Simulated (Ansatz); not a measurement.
# Binding across the interface in twisted silicene bilayer, 87.80° (52 atoms), part 2 of 3

How much energy holds the two parts of twisted silicene bilayer, 87.80° (52 atoms) together, and how does it fall off with distance?

Ansatz 0.2.0; Kohn-Sham DFT, PBE+D4, PAW (set soft_2), plane waves.

So far. Step 2 (Single point at the start): The r.m.s. force at the start is 0.23 eV/Å. Step 3 (Relaxation): The relaxation converged after 18 steps, 5.30 eV below its start, with a largest force component of 0.0095 eV/Å.

**4. Single point at the relaxed geometry**

One more single point at the end of the walk gives the fuller output and checks the residual forces.

The input, input.yaml:

```yaml
crystal:
  lattice:
    - [13.9174, 0.0, 0.0]
    - [-6.9587, 12.05282, 0.0]
    - [0.0, 0.0, 16.17]
  atoms:
    - { symbol: Si, position: [0.13367, 0.19487, 0.42842] }
    - { symbol: Si, position: [0.18429, 0.05716, 0.41] }
    - { symbol: Si, position: [0.21773, 0.49104, 0.4282] }
    - { symbol: Si, position: [0.25257, 0.36081, 0.36434] }
    - { symbol: Si, position: [0.27321, 0.78229, 0.42818] }
    - { symbol: Si, position: [0.33338, 0.66675, 0.37284] }
    [... 40 atom lines left out ...]
    - { symbol: Si, position: [0.7938, 0.28693, 0.62984] }
    - { symbol: Si, position: [0.74097, 0.11328, 0.58] }
    - { symbol: Si, position: [0.02978, 0.59053, 0.59234] }
    - { symbol: Si, position: [0.97497, 0.39956, 0.58095] }
    - { symbol: Si, position: [0.10815, 0.36057, 0.63563] }
    - { symbol: Si, position: [0.06119, 0.19478, 0.57127] }
kpoints:
  mp_grid: { grid: [3, 3, 1] }
hamiltonian:
  xc: pbe
  dispersion: d4
scf:
  occupations: { method: fermi_dirac, width: 0.025 }
output:
  forces: true
  populations: true
  dos:
    method: { smearing: { sigma: 0.08 } }
    de: 0.1
    projected:
      site_lists:
        Si: [Si]
        layer_1: [0, 1, 2, 3, 4, 5, 6, 7, 8, 9, 10, 11, 12, 13, 14, 15, 16, 17, 18, 19, 20, 21, 22, 23, 24, 25]
        layer_2: [26, 27, 28, 29, 30, 31, 32, 33, 34, 35, 36, 37, 38, 39, 40, 41, 42, 43, 44, 45, 46, 47, 48, 49, 50, 51]
  eigenvalues: true
  write_density: true
  write_potential: true
  volumetric_format: npy
  elf: true
```

Command:

```bash
$ ansatz run input.yaml --threads 4 --pin off --max-ram 15872MiB --backend cpu --events-out ev --progress --plain --runs-dir out
```

Numbers of over 12 decimals in the logs are rounded to 6 here.

The program printed:

```text
[...]
Crystal: 52 atoms, lattice volume = 2712.419 Å³
Basis set: ecut = 420 eV, 53041 PW (Γ), exchange–correlation on 192×192×240 points (8 copies of the dense FFT grid, shifted against one another)
Bands: 156, of which v1, the nominal top of the filled ones, is band 104 counted from 1 (103 counted from 0)
Symmetry: 1 space group operations
[...]
k-points: 5 of 9 (time reversal used)
[...]
SCF iter   1: F=—  HF=-33050.429669 eV  |F-HF|=—  |Δ(HF+E_count)|=         —  Δρ=2.77e-3  dr2=1.13e0  ethr=1.77e-3  ⟨swp⟩=7.4  Hψ=4221  notcnv=0  defer=132
[...]
SCF iter  10: F=-33050.292141 eV  HF=-33050.292141 eV  |F-HF|=6.81e-9  |Δ(HF+E_count)|=   3.73e-7  Δρ=8.00e-7  dr2=4.91e-8  ethr=4.81e-11  ⟨swp⟩=28.0  Hψ=8845  notcnv=0
[...]
SCF 1 converged in 10 iterations: F = -33050.292141 eV  dr2 = 4.91e-8
[...]
WARN: The output density's exchange-correlation potential varies sharply where the density is thin. Do not read a vacuum level from v_tot or v_xc, or from such a field of the output density. On a cell that repeats whose density bears no net charge and no dipole along the vacuum's axis use v_es (v_loc + v_h of the components); [...]
SCF converged after 10 iterations
Free energy (F): -33050.292141 eV
[...]
Internal energy: -33050.257643 eV  (E = F + TS)
E sigma→0 (E₀):  -33050.274892 eV
Entropy (-TS):   -0.034498 eV (-0.663 meV/atom)
Fermi energy:    -0.470550 eV
[...]
--- Forces (eV/Å), atoms counted from 1 ---
  atom   1  Si     0.00295098    -0.00169244     0.00379741
  atom   2  Si     0.00026037     0.00093453     0.00801177
  atom   3  Si     0.00039325    -0.00185956    -0.00200840
  atom   4  Si     0.00279457     0.00296717     0.00095132
  atom   5  Si    -0.00075778     0.00285105    -0.00002387
  atom   6  Si     0.00091538    -0.00266845    -0.00739018
  atom   7  Si     0.00280983    -0.00131821    -0.00173707
  atom   8  Si    -0.00017043     0.00020829    -0.00265345
  atom   9  Si     0.00184776     0.00013352    -0.00363068
  atom  10  Si    -0.00079903    -0.00003775    -0.00345643
  atom  11  Si     0.00118341     0.00210103    -0.00248399
  atom  12  Si     0.00031927     0.00007394    -0.00269973
  atom  13  Si    -0.00126189     0.00158692    -0.00281137
  atom  14  Si     0.00062833     0.00126255     0.00318046
[...]
atom  51  Si    -0.00252512     0.00106757    -0.00263115
  atom  52  Si    -0.00249859     0.00310191    -0.00087495
  max |Σ_I F_I| component: 1.49e-5 eV/Å
--- Band table (eV; the first three rows and the last of 5) ---
[...]
--- Löwdin populations: 52 sites ---
  site symbol       q [e]
     0     Si      3.9176
     1     Si      3.8980
     2     Si      3.9504
[...]
51     Si      3.9177
  spilling = 0.012978 (of n_electrons = 208.000000)
```

Run time: 2.8 min. Hardware: 4 threads of Arm Neoverse V1, shared host; peak memory 7.6 GiB; 11 min of CPU time.

The program notes that the exchange-correlation potential is rough where the density is thin.

Numbers from this run:

* free energy: -33050.2921 eV
* free energy per atom: -635.5825 eV/atom
* SCF cycles: 10
* r.m.s. force component: 0.00266 eV/Å
* longest force: 0.01011 eV/Å
* Fermi energy: -0.4705 eV
* levels partly filled by over 2 per cent: 6
* potential in mid-vacuum, over the Fermi level: 4.765 eV
* potential 4.5 Å over the upper face: 4.765 eV
* potential 4.5 Å under the lower face: 4.765 eV
* spilling of the projection: 0.01298

The mean of these charges, 0.052 e, is only the charge that the projection spills.

Löwdin charges by element and coordination (they lack the spilled electrons, 0.052 e an atom on average):

```
element  coordination  atoms  mean charge (e)  spread    least    most
     Si           all     52           0.0519  0.0395  -0.0168   0.102
     Si             3     38           0.0479  0.0444  -0.0168   0.102
     Si             4     14           0.0627  0.0172   0.0427  0.0826
```

By region:

```
 region  atoms  mean length of the force (eV/Å)
layer 1     26                            0.004
layer 2     26                            0.004
```

Density of states as counts of states in windows of 1 eV (from the Fermi level), total and the larger projections:

```
from (eV)  to (eV)  total  Si p  layer 1  layer 2  Si s
      -13      -12    0.0   0.0      0.0      0.0   0.0
      -12      -11    4.9   0.9      2.5      2.5   4.0
      -11      -10   10.0   2.6      5.0      5.0   7.4
      -10       -9   19.4   5.5      9.6      9.6  13.7
       -9       -8   13.7   4.4      6.8      6.8   9.2
       -8       -7   12.1   5.1      6.0      6.0   6.9
       -7       -6   15.2   7.6      7.5      7.5   7.5
       -6       -5   12.1   6.5      6.0      6.0   5.4
       -5       -4   14.2   9.9      7.0      7.0   4.1
       -4       -3   26.7  23.9     13.2     13.2   2.4
       -3       -2   32.6  29.9     16.0     16.0   2.2
       -2       -1   24.7  22.5     12.1     12.1   1.7
       -1        0   21.6  19.0     10.5     10.5   2.1
        0        1   15.0  12.0      7.1      7.1   2.3
        1        2   29.6  20.6     13.2     13.2   5.9
```

The curve was stored every 0.100 eV, coarse against its broadening of 0.08 eV, so these counts are rough.

The levels nearest the highest filled one (over half full), pooled over k-points and spins:

```
level less the highest filled one (eV)  occupation
                                -0.111        2.00
                                -0.111        2.00
                               -0.0784        1.98
                               -9.0e-4        1.64
                               -2.0e-4        1.63
                                     0        1.63
                                0.0747       0.364
                                0.0753       0.356
                                0.0754       0.355
                                 0.137       0.036
                                 0.157       0.017
                                 0.222       0.001
```

Planar average of the electrostatic potential energy along the normal, with the Fermi level as zero, after a running mean with a triangular window 4 Å wide at its base:

```
height (Å)  potential energy (eV)
       0.0                   4.76
       0.4                   4.76
       0.9                   4.76
       1.3                   4.76
       1.9                   4.76
       2.3                   4.75
       2.7                   4.72
       3.2                   4.61
       3.6                   4.34
       4.2                   3.47
       4.6                   2.23
       5.0                   0.45
       5.5                  -2.36
       5.9                  -4.24
       6.5                  -5.72
       6.9                  -5.81
       7.3                  -5.25
       7.8                  -4.46
       8.2                  -4.38
       8.8                  -5.02
       9.2                  -5.67
       9.6                  -5.85
      10.1                  -4.74
      10.5                  -3.03
      11.0                  -0.23
      11.5                   1.70
      11.9                   3.12
      12.4                   4.19
      12.8                   4.54
      13.3                   4.71
      13.7                   4.75
      14.1                   4.76
      14.7                   4.76
      15.1                   4.76
      15.6                   4.76
      16.0                   4.76
```

Electrostatic potential energy in the ca plane at fractional y = 0.113, with atoms of Si within 0.2 Å of it. With pseudopotentials it is smooth inside the atoms' cores, unlike the true potential.

Values in eV, 13 rows by 16 columns, each cell a mean:
```
  4   4   4   4   3  -4 -27 -13  -2 -10  -1   3   4   4   4   4
  4   4   4   4   4   0 -15  -5  -2 -18  -3   3   4   4   4   4
  4   4   4   4   4   3   2   2  -5 -16  -1   4   4   4   4   4
  4   4   4   4   4   2   0   2 -12 -27  -5   4   4   4   4   4
  4   4   4   4   4   0  -5   0   1  -3   2   4   4   4   4   4
  4   4   4   4   4   3   1   2   3   2   3   4   4   4   4   4
  4   4   4   4   4   3   1   2   1  -3   0   3   4   4   4   4
  4   4   4   4   4   0 -19 -12   1  -2  -1   3   4   4   4   4
  4   4   4   4   4  -1 -22 -15   2   2   3   4   4   4   4   4
  4   4   4   4   4   1 -10  -3   1  -5   1   4   4   4   4   4
  4   4   4   4   4   0 -16  -5  -9 -28 -10   3   4   4   4   4
  4   4   4   4   4   2  -4  -3  -2 -12  -1   3   4   4   4   4
  4   4   4   4   4   2  -4  -2  -2  -5   2   4   4   4   4   4
```
Columns run along c (16.2 Å; values clipped at the 3rd and 97th percentile), rows up along a (13.9 Å). Atoms in or near the plane, at fractional coordinates: Si at (0.42, 0.37), Si at (0.41, 0.94), Si at (0.59, 0.18), Si at (0.58, 0.74).

Valence density in the ca plane at fractional y = 0.113, with atoms of Si within 0.2 Å of it. It is the smooth field of the valence electrons, not physical close to the nuclei.

Values in e/Å³, 13 rows by 16 columns, each cell a mean:
```
0.00 0.00 0.00 0.00 0.01 0.16 0.26 0.26 0.25 0.46 0.16 0.01 0.00 0.00 0.00 0.00
0.00 0.00 0.00 0.00 0.01 0.11 0.26 0.20 0.20 0.37 0.17 0.02 0.00 0.00 0.00 0.00
0.00 0.00 0.00 0.00 0.01 0.03 0.07 0.07 0.22 0.40 0.16 0.02 0.00 0.00 0.00 0.00
0.00 0.00 0.00 0.00 0.02 0.11 0.19 0.12 0.24 0.22 0.18 0.02 0.00 0.00 0.00 0.00
0.00 0.00 0.00 0.00 0.03 0.22 0.44 0.19 0.11 0.17 0.07 0.01 0.00 0.00 0.00 0.00
0.00 0.00 0.00 0.00 0.01 0.06 0.13 0.07 0.05 0.08 0.04 0.01 0.00 0.00 0.00 0.00
0.00 0.00 0.00 0.00 0.01 0.03 0.09 0.07 0.12 0.34 0.22 0.04 0.00 0.00 0.00 0.00
0.00 0.00 0.00 0.00 0.01 0.11 0.27 0.24 0.14 0.30 0.22 0.04 0.00 0.00 0.00 0.00
0.00 0.00 0.00 0.00 0.01 0.12 0.30 0.28 0.08 0.07 0.05 0.01 0.00 0.00 0.00 0.00
0.00 0.00 0.00 0.00 0.01 0.11 0.38 0.24 0.12 0.20 0.09 0.01 0.00 0.00 0.00 0.00
0.00 0.00 0.00 0.00 0.01 0.12 0.42 0.29 0.24 0.22 0.22 0.02 0.00 0.00 0.00 0.00
0.00 0.00 0.00 0.00 0.01 0.07 0.31 0.25 0.20 0.35 0.15 0.01 0.00 0.00 0.00 0.00
0.00 0.00 0.00 0.00 0.01 0.07 0.29 0.21 0.19 0.28 0.09 0.01 0.00 0.00 0.00 0.00
```
Columns run along c (16.2 Å), rows up along a (13.9 Å). Atoms in or near the plane, at fractional coordinates: Si at (0.42, 0.37), Si at (0.41, 0.94), Si at (0.59, 0.18), Si at (0.58, 0.74).

No gap is quoted, since levels at the Fermi energy are partly filled. Löwdin charges run from -0.02 to +0.10 e, about a mean that is the spilled charge alone. Within 0.4 eV of the Fermi level the largest share is Si p (90 % of the projected weight). The potential stands 4.76 eV above the Fermi level over the upper face and 4.76 eV under the lower one, a reading of the work function, with no dipole correction.

**5. The lower part alone**

The lower part (layer 1) is solved alone, atoms held, in the same cell.

The input, input.yaml:

```yaml
crystal:
  lattice:
    - [13.9174, 0.0, 0.0]
    - [-6.9587, 12.05282, 0.0]
    - [0.0, 0.0, 16.17]
  atoms:
    - { symbol: Si, position: [0.13367, 0.19487, 0.42842] }
    - { symbol: Si, position: [0.18429, 0.05716, 0.41] }
    - { symbol: Si, position: [0.21773, 0.49104, 0.4282] }
    - { symbol: Si, position: [0.25257, 0.36081, 0.36434] }
    - { symbol: Si, position: [0.27321, 0.78229, 0.42818] }
    - { symbol: Si, position: [0.33338, 0.66675, 0.37284] }
    [... 14 atom lines left out ...]
    - { symbol: Si, position: [0.88667, 0.25893, 0.41988] }
    - { symbol: Si, position: [0.94292, 0.12704, 0.41006] }
    - { symbol: Si, position: [0.97484, 0.57534, 0.41898] }
    - { symbol: Si, position: [0.0297, 0.43913, 0.40777] }
    - { symbol: Si, position: [0.06129, 0.86641, 0.42848] }
    - { symbol: Si, position: [0.10814, 0.74738, 0.36432] }
kpoints:
  mp_grid: { grid: [3, 3, 1] }
hamiltonian:
  xc: pbe
  dispersion: d4
scf:
  occupations: { method: fermi_dirac, width: 0.025 }
output:
  forces: true
  eigenvalues: true
  write_density: true
  write_potential: true
  volumetric_format: npy
```

The program printed:

```text
[...]
Crystal: 26 atoms, lattice volume = 2712.419 Å³
Basis set: ecut = 420 eV, 53041 PW (Γ), exchange–correlation on 192×192×240 points (8 copies of the dense FFT grid, shifted against one another)
Bands: 78, of which v1, the nominal top of the filled ones, is band 52 counted from 1 (51 counted from 0)
Symmetry: 1 space group operations
[...]
k-points: 5 of 9 (time reversal used)
[...]
SCF iter   1: F=—  HF=-16518.161575 eV  |F-HF|=—  |Δ(HF+E_count)|=         —  Δρ=1.50e-3  dr2=1.68e-1  ethr=1.77e-3  ⟨swp⟩=8.0  Hψ=2154  notcnv=0  defer=12
[...]
SCF iter   8: F=-16518.166830 eV  HF=-16518.166829 eV  |F-HF|=1.00e-7  |Δ(HF+E_count)|=   5.80e-7  Δρ=8.50e-7  dr2=2.96e-8  ethr=9.62e-11  ⟨swp⟩=24.8  Hψ=4094  notcnv=0
SCF 1 converged in 8 iterations: F = -16518.166830 eV  dr2 = 2.96e-8
[...]
SCF converged after 8 iterations
Free energy (F): -16518.166830 eV
[...]
Internal energy: -16518.160100 eV  (E = F + TS)
E sigma→0 (E₀):  -16518.163465 eV
Entropy (-TS):   -0.006730 eV (-0.259 meV/atom)
Fermi energy:    -2.492311 eV
[...]
--- Forces (eV/Å), atoms counted from 1 ---
  atom   1  Si    -0.08312755    -0.89228729    -0.26528646
  atom   2  Si    -0.17805010    -0.07387435     0.04342292
  atom   3  Si    -0.53250860    -0.20450249    -0.68945197
  atom   4  Si     0.14052173     0.14854976     0.94403835
  atom   5  Si     0.09005559     0.56414058    -0.68897838
  atom   6  Si    -0.00053978    -0.00348237     0.88158449
  atom   7  Si    -0.51812396    -0.46046091    -0.09675419
  atom   8  Si     0.50107563    -0.14581799     0.01054598
  atom   9  Si     0.19479486     0.54622357    -0.66825631
  atom  10  Si     0.10020436     0.27031383     0.78450062
  atom  11  Si     0.44204602    -0.35916974    -0.69032868
  atom  12  Si    -0.37789614    -0.35998056     0.00673484
  atom  13  Si    -0.57180138    -0.09867749    -0.66637662
  atom  14  Si    -0.19524229     0.04564534     0.95002212
[...]
atom  25  Si    -0.73233640     0.51402868    -0.26607055
  atom  26  Si     0.05509245    -0.19076744     0.94385108
  max |Σ_I F_I| component: 4.74e-5 eV/Å
--- Band table (eV; the first three rows and the last of 5) ---
[...]
```

Elapsed: 61 s, on 4 threads; peak memory 4.3 GiB; 4 min of CPU time.

**6. The upper part alone**

The upper part (layer 2) is solved alone in the same way.

input.yaml, the sections that differ from step 5:

```yaml
crystal:
  lattice:
    - [13.9174, 0.0, 0.0]
    - [-6.9587, 12.05282, 0.0]
    - [0.0, 0.0, 16.17]
  atoms:
    - { symbol: Si, position: [0.25258, 0.89177, 0.63552] }
    - { symbol: Si, position: [0.21777, 0.72661, 0.57183] }
    - { symbol: Si, position: [0.33325, 0.6665, 0.62745] }
    - { symbol: Si, position: [0.27325, 0.49095, 0.57186] }
    - { symbol: Si, position: [0.56087, 0.9701, 0.59239] }
    - { symbol: Si, position: [0.50883, 0.78209, 0.57183] }
    [... 14 atom lines left out ...]
    - { symbol: Si, position: [0.7938, 0.28693, 0.62984] }
    - { symbol: Si, position: [0.74097, 0.11328, 0.58] }
    - { symbol: Si, position: [0.02978, 0.59053, 0.59234] }
    - { symbol: Si, position: [0.97497, 0.39956, 0.58095] }
    - { symbol: Si, position: [0.10815, 0.36057, 0.63563] }
    - { symbol: Si, position: [0.06119, 0.19478, 0.57127] }
# kpoints, hamiltonian, scf, output: as in step 5
```

The program printed:

```text
[...]
Crystal: 26 atoms, lattice volume = 2712.419 Å³
Basis set: ecut = 420 eV, 53041 PW (Γ), exchange–correlation on 192×192×240 points (8 copies of the dense FFT grid, shifted against one another)
Bands: 78, of which v1, the nominal top of the filled ones, is band 52 counted from 1 (51 counted from 0)
Symmetry: 1 space group operations
[...]
k-points: 5 of 9 (time reversal used)
[...]
SCF iter   1: F=—  HF=-16518.163189 eV  |F-HF|=—  |Δ(HF+E_count)|=         —  Δρ=1.50e-3  dr2=1.68e-1  ethr=1.77e-3  ⟨swp⟩=8.0  Hψ=2154  notcnv=0  defer=12
[...]
SCF iter   8: F=-16518.168437 eV  HF=-16518.168437 eV  |F-HF|=1.01e-7  |Δ(HF+E_count)|=   5.82e-7  Δρ=8.51e-7  dr2=2.94e-8  ethr=9.62e-11  ⟨swp⟩=24.4  Hψ=4130  notcnv=0
SCF 1 converged in 8 iterations: F = -16518.168437 eV  dr2 = 2.94e-8
[...]
WARN: The input density's exchange-correlation potential varies sharply where the density is thin. Do not read a vacuum level from v_tot or v_xc, or from such a field of the output density. On a cell that repeats whose density bears no net charge and no dipole along the vacuum's axis use v_es (v_loc + v_h of the components); [...]
SCF converged after 8 iterations
Free energy (F): -16518.168437 eV
[...]
Internal energy: -16518.161674 eV  (E = F + TS)
E sigma→0 (E₀):  -16518.165055 eV
Entropy (-TS):   -0.006763 eV (-0.260 meV/atom)
Fermi energy:    -2.492331 eV
[...]
--- Forces (eV/Å), atoms counted from 1 ---
  atom   1  Si     0.19567880     0.04494946    -0.94291829
  atom   2  Si    -0.44423083    -0.35764689     0.69131722
  atom   3  Si     0.00114255     0.00567847    -0.88733557
  atom   4  Si     0.53131569    -0.20971857     0.68883034
  atom   5  Si    -0.50340746    -0.14592965    -0.00799470
  atom   6  Si    -0.08310442     0.56093690     0.69238347
  atom   7  Si    -0.15281548    -0.11812853    -0.03842580
  atom   8  Si    -0.81468531     0.37258106     0.26789527
  atom   9  Si     0.12580269     0.50912112    -0.00475931
  atom  10  Si    -0.65562228    -0.22188032     0.08419088
  atom  11  Si    -0.05835034    -0.19127194    -0.94424053
  atom  12  Si    -0.37992510    -0.44296383     0.66819568
  atom  13  Si     0.17626041    -0.07213415    -0.04115302
  atom  14  Si     0.72867464     0.51494926     0.26326539
[...]
atom  25  Si    -0.14073548     0.14781949    -0.94736153
  atom  26  Si     0.08210087    -0.89088346     0.27188268
  max |Σ_I F_I| component: 5.06e-5 eV/Å
--- Band table (eV; the first three rows and the last of 5) ---
[...]
```

Wall time 59 s (4 threads); peak memory 4.3 GiB; 3.9 min of CPU time.

The whole (-33050.292 eV) less the lower (-16518.167 eV) and the upper part (-16518.168 eV) leaves -13.957 eV.

(Continued in part 3 of 3.)

[Logs are printed without paths, hosts, clocks, repeated set-up lines and the standing remarks that a program may print on its own settings, such as how far it seeks lower states.]

[Hosts, paths, dates, database ids (printed as entryN), source tags and the programs' standing remarks are cut or masked in the printed files.]
